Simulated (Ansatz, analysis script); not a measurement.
# Fe2B: energy less the state without spin against total moment, fitted and tested on a withheld row

The database entry behind the starting cell differs from later determinations by our own check (0.1 to 0.3 % short, probably kX units), so it need not match the best structure at ambient conditions.

System: Fe2B, 4 Fe and 2 B in the cell, space group I4/mcm. Cell as run: a = 4.183, b = 4.183, c = 4.183 Å, angles 104.9, 104.9, 119.1°, 6 atoms. From the study “Fe2B: how near to magnetism”.

Method: Free energy against the fixed total moment and moment against field, from collinear runs; PBEsol, PAW set soft_1 (analysis script 1). Settings shared by all rows: cutoff 420 eV, 12×12×12 k-mesh, Fermi-Dirac occupations, smearing width 0.05 eV. Among the fixed moments, E(M) falls 819 meV below the state without spin and is lowest near 7.49 μB on this grid. I·N/2 = 1.9 is over 1, so the state without spin is unstable to a uniform moment. In doubt: the program's search for lower states was switched off, so a lower magnetic state than those reached may exist.

Computed values, one withheld:

| total moment (μB/cell) | energy less the state without spin (meV/cell) |
| --- | --- |
| 0 | 0.0 |
| 1.07 | -40.4 |
| 2.14 | -147.7 |
| 3.21 | -301.3 |
| 4.28 | -477.5 |
| 5.35 | ? |
| 6.42 | -771.5 |
| 7.49 | -819.0 |
| 8.56 | -730.1 |
| 9.63 | -421.0 |

What energy less the state without spin should the row at total moment = 5.35 μB/cell hold? Fit a suitable law to the other rows.

**Law.** Time reversal makes the energy even in the moment, so it is expanded as a Landau series from the state without spin. In symbols, E = c2 M² + c4 M⁴ + c6 M⁶, with energy less the state without spin in meV/cell.

**Fit.** Least squares on 8 rows gives c2 = -31.786, c4 = 0.32424 and c6 = -3.3297e-4.

| total moment (μB/cell) | computed | fit | computed − fit |
| --- | --- | --- | --- |
| 1.07 | -40.4 | -35.97 | -4.43 |
| 2.14 | -147.7 | -138.80 | -8.90 |
| 3.21 | -301.3 | -293.46 | -7.84 |
| 4.28 | -477.5 | -475.51 | -1.99 |
| 6.42 | -771.5 | -782.60 | 11.10 |
| 7.49 | -819.0 | -821.53 | 2.53 |
| 8.56 | -730.1 | -719.22 | -10.88 |
| 9.63 | -421.0 | -424.79 | 3.79 |

The quadratic term is negative, so within this fit the state without spin is unstable against a small uniform moment.

**Prediction.** At total moment = 5.35 μB/cell the law predicts -651.97 meV/cell. The computed value is -645.0 meV/cell, 6.97 above the prediction. The row lies between fitted rows, so this is an interpolation. The miss is about equal to the rms residual of the fit, 7.30.

[Hosts, paths, dates, database ids (printed as entryN), source tags and the programs' standing remarks are cut or masked in the printed files.]
